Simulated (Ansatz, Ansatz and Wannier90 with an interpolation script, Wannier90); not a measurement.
Rows from a G0W0 calculation on GaAs (F-43m) (Ansatz 0.2.0; G0W0 on r2SCAN, plane waves, PAW; 8×8×8 mesh, 207 empty bands, screening to 160 eV), in eV. Spin-orbit coupling is left out.

| row | k | band | start | Σx | Σc at the solution | Vxc |
| --- | --- | --- | --- | --- | --- | --- |
| A | Γ | v1 | 7.938 | -16.875 | 0.864 | -15.632 |
| B | Γ | c1 | 8.954 | -11.869 | -3.713 | -15.718 |
| C | Γ | c2 | 11.988 | -7.826 | -4.209 | -12.118 |

**Question.** Give the quasiparticle energies and the shift of each level.

The quasiparticle equation reads E = start + Σx + Σc(E) − Vxc.

| row | E (eV) | shift (eV) |
| --- | --- | --- |
| A | 7.559 | −0.379 |
| B | 9.090 | +0.136 |
| C | 12.071 | +0.083 |

Limits: not at the basis limit; no spin-orbit coupling.

[Runs of the session that timed out or met a known fault of the program may be left out.]

[Hosts, paths, dates, database ids (printed as entryN), source tags and the programs' standing remarks are cut or masked in the printed files.]
